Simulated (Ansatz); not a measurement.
# Work function of Ni(100): what the settings cost and change, part 3 of 3

How thick a slab and how much vacuum does the work function of Ni(100) need?

Ansatz 0.2.0; plane-wave DFT, PBE, Ansatz PAW.

So far, work function, upper face (eV): step 2 (run, setting 1 layer) 5.12; step 9 (run, 10 atoms) 4.90; step 10 (run, 13 atoms) 4.90; step 11 (slab, 7 atoms) 4.90; step 12 (run, 7 atoms) 4.91.

## (13) Slab, 7 atoms (run 2)

The cell differs from the one that the last finished run ended in (c 24.560 → 36.560 Å).

input.yaml

```yaml
crystal:
  lattice:
    - [2.4890158698, 0.0, 0.0]
    - [0.0, 2.4890158698, 0.0]
    - [0.0, 0.0, 36.56]
  atoms:
    - { symbol: Ni, position: [0.0, 0.0, 0.3555798687], spin: 0.7 }
    - { symbol: Ni, position: [0.5, 0.5, 0.4037199125], spin: 0.7 }
    - { symbol: Ni, position: [0.0, 0.0, 0.4518599562], spin: 0.7 }
    - { symbol: Ni, position: [0.5, 0.5, 0.5], spin: 0.7 }
    - { symbol: Ni, position: [0.0, 0.0, 0.5481400438], spin: 0.7 }
    - { symbol: Ni, position: [0.5, 0.5, 0.5962800875], spin: 0.7 }
    - { symbol: Ni, position: [0.0, 0.0, 0.6444201313], spin: 0.7 }
magnetization:
  spin_polarized: true
kpoints:
  mp_grid: { grid: [16, 16, 1] }
hamiltonian:
  xc: pbe
scf:
  occupations: { method: fermi_dirac, width: 0.1 }
  convergence: { dr2_threshold: 1.0e-09 }
efield:
  axis: 3
  dipole_correction: true
  ramp_position: 0.97
  ramp_width: 0.06
output:
  write_potential: true
  write_density: true
  volumetric_format: npy
```

On the command line:

```
ansatz run input.yaml --threads 4 --pin off --max-ram 6144MiB --backend cpu --events-out ev --progress --plain --runs-dir out
```

Log:

```text
[...]
Crystal: 7 atoms, lattice volume = 226.497 Å³
Basis set: ecut = 420 eV, 4395 PW (Γ)
Bands: 79, of which v1, the nominal top of the filled ones, is band 63 counted from 1 (62 counted from 0)
Symmetry: 8 space group operations
k-points: 45 of 256
[...]
k-point 1 ↑: bands = [... 59 lower, 1.8998, 2.0817, 2.1009, 2.1100, 2.1721, 2.2593, 2.2600, 2.3258, ... 12 higher]
  k-point 2 ↑: bands = [... 59 lower, 1.8234, 1.8611, 2.0422, 2.0878, 2.1985, 2.2521, 2.2664, 2.3497, ... 12 higher]
  k-point 44 ↓: bands = [... 59 lower, 3.3030, 3.3036, 3.5778, 3.5778, 5.7894, 5.7894, 7.0847, 7.0847, ... 12 higher]
[key lines of the parts left out:]
SCF converged after 19 iterations
Magnetization: 4.6237 μB (65.3119 up, 60.6881 down)
Free energy (F): -40876.481944 eV
Fermi energy:    2.896134 eV
Dipole field:    D = -0.000001 V/Å  (p = -0.000001 e·Å, saw-weighted, corrected)
Work function:   Φ+ = 4.9095 eV   Φ− = 4.9095 eV
```

The job ended after 1.8 min (4 threads of Intel Xeon 6975P-C (Granite Rapids), shared host; peak memory 1.8 GiB; 6.5 min of CPU time).

The work function is 4.909 eV, +0.000 eV from the run “7 layers, 14 Å of vacuum”, at 1.5 times its CPU time.

## (14) Side by side

Times are for 4 threads of Intel Xeon 6975P-C (Granite Rapids), shared host. The series side by side:

| no. | setting | work function, upper face (eV) | time | memory (GiB) |
| --- | --- | --- | --- | --- |
| 1 | 1 layer | 5.115 | 11 s | 0.55 |
| 2 | 2 layers | 4.970 | 19 s | 0.59 |
| 3 | 3 layers | 4.903 | 32 s | 0.74 |
| 4 | 4 layers | 4.884 | 47 s | 0.87 |
| 5 | 5 layers | 4.904 | 65 s | 1.1 |
| 6 | 6 layers | 4.907 | 85 s | 1.3 |
| 7 | 8 layers | 4.902 | 2.2 min | 1.8 |
| 8 | 10 layers | 4.905 | 3 min | 2.4 |
| 9 | 13 layers | 4.903 | 5.1 min | 3.4 |
| 10 | 7 layers, 10 Å of vacuum | 4.904 | 63 s | 1.2 |
| 11 | 7 layers, 14 Å of vacuum | 4.909 | 71 s | 1.4 |
| 12 | 7 layers, 26 Å of vacuum | 4.909 | 1.8 min | 1.8 |

## (15) Varying the input

System of this step: Ni(100) monolayer. The cell holds 1 atom: 1 Ni. Cell: a = 2.489 Å, b = 2.489 Å, c = 18.000 Å, α = 90.0°, β = 90.0°, γ = 90.0°. Vacuum lies along c.

An input spoilt on purpose, to show how the run answers: it repeats the earlier run “1 layer” with efield.ramp_position from 0.97 to 0.475, and scf.max_iter set to 60; its output block differs too.

input.yaml, the sections that differ from step 13:

```yaml
crystal:
  lattice:
    - [2.4890158698, 0.0, 0.0]
    - [0.0, 2.4890158698, 0.0]
    - [0.0, 0.0, 18.0]
  atoms:
    - { symbol: Ni, position: [0.5, 0.5, 0.5], spin: 0.7 }
scf:
  occupations: { method: fermi_dirac, width: 0.1 }
  convergence: { dr2_threshold: 1.0e-09 }
  max_iter: 60
efield:
  axis: 3
  dipole_correction: true
  ramp_position: 0.475
  ramp_width: 0.06
# magnetization, kpoints, hamiltonian, output: as in step 13
```

Log:

```text
Engine: ansatz 0.2.0, x86_64-unknown-linux-gnu
Pseudopotentials: kind: paw
Pseudopotential: Ni, paw, valence charge 18, recommended cutoff 420 eV (normal), Ni.paw.azcp
Functional definition: PBE
  parameter kappa = 0.804
  parameter beta = 0.066725
  exchange = pbe_x(kappa = kappa, mu = beta*pi^2/3)
  correlation = pbe_c(beta = beta)
Crystal: 1 atoms, lattice volume = 111.514 Å³
Basis set: ecut = 420 eV, 2157 PW (Γ)
Bands: 14, of which v1, the nominal top of the filled ones, is band 9 counted from 1 (8 counted from 0)
Symmetry: 8 space group operations
k-points: 45 of 256
Non-local potential: Ni, projectors of the file, l = 0: 3, l = 1: 2, l = 2: 3, l = 3: 1
PAW form: soft (Blöchl's): semilocal exchange-correlation on the pseudo side does not see the compensation charge
PAW one-centre angular grid: Ni, 590 points (default); XC on 64 Gauss nodes
Initial density: superposition of atomic densities (neutral atoms: chi_scale 0, normalization atom)
Starting moments: Σ|m| = 0.7 μB on 1 of 1 site
Initial wavefunctions: pseudopotential atomic-orbital guess
Functional: x = pbe(κ = 0.804, μ = 0.219515), c = pbe(β = 0.066725)
Error: efield: ion 0 (Ni) at fractional coordinate 0.5000 along the field axis lies inside the sawtooth ramp with 2 of the planes that the density is read on at each end, [0.4590, 0.5510] — the ramp must sit in vacuum (an ion there feels the fictitious reversed slope); set or move the ramp (efield.ramp_position / ramp_width) or move the geometry
```

Run time: 0.16 s. Hardware: 4 threads; peak memory 0.29 GiB.

The input was rejected at the start.

The program's message: “Error: efield: ion 0 (Ni) at fractional coordinate 0.5000 along the field axis lies inside the sawtooth ramp with 2 of the planes that the density is read on at each end, [0.4590, 0.5510] — the ramp m …”

The fault put into the input: the ramp among the atoms.

## (16) Outcome

- work function, 1 layer: 5.115 eV
- work function, 4 layers: 4.884 eV
- work function, 6 layers: 4.907 eV
- work function, 13 layers: 4.903 eV

**Reading.** The thickest slab gives 4.90 eV, and the settings tried spread the value from 4.88 to 5.12 eV. At 18 Å of vacuum, the slabs from 3 layers on stay within 0.02 eV of the thickest. Going from 10 to 26 Å of vacuum moves it by 0.005 eV. The program marks the value as in doubt in “7 layers, 10 Å of vacuum”. The ladder's slabs use the tabulated experimental lattice constant (two decimals; a low-temperature value for the alkali metals). The magnetic order is the one reached from the typed start; other orders were not compared. In 1 run of the series (7 layers, 10 Å of vacuum) the program warns that electrons reach the sawtooth's ramp, which makes dipole and work function less sure.

Comparison with the measured values:

```
                                               quantity  measured        13 layers
work function (clean (100) face, a compiled value) (eV)      5.17  4.90 (-0.27 eV)
```

Measured values from arxiv:1902.07811 (2019).

**Verdict.** The work function is off by -0.27 eV: fair agreement. No cell relaxation is part of this session.

[Long decimals in the printed logs are rounded to 6 places.]

[Logs are printed without paths, hosts, clocks, repeated set-up lines and the standing remarks that a program may print on its own settings, such as how far it seeks lower states.]

[Hosts, paths, dates, database ids (printed as entryN), source tags and the programs' standing remarks are cut or masked in the printed files.]

[Maps of the electrostatic potential energy from Ansatz leave out the sawtooth potential of an applied field or a dipole correction, so their vacuum need not be flat; planar profiles and work functions include it.]
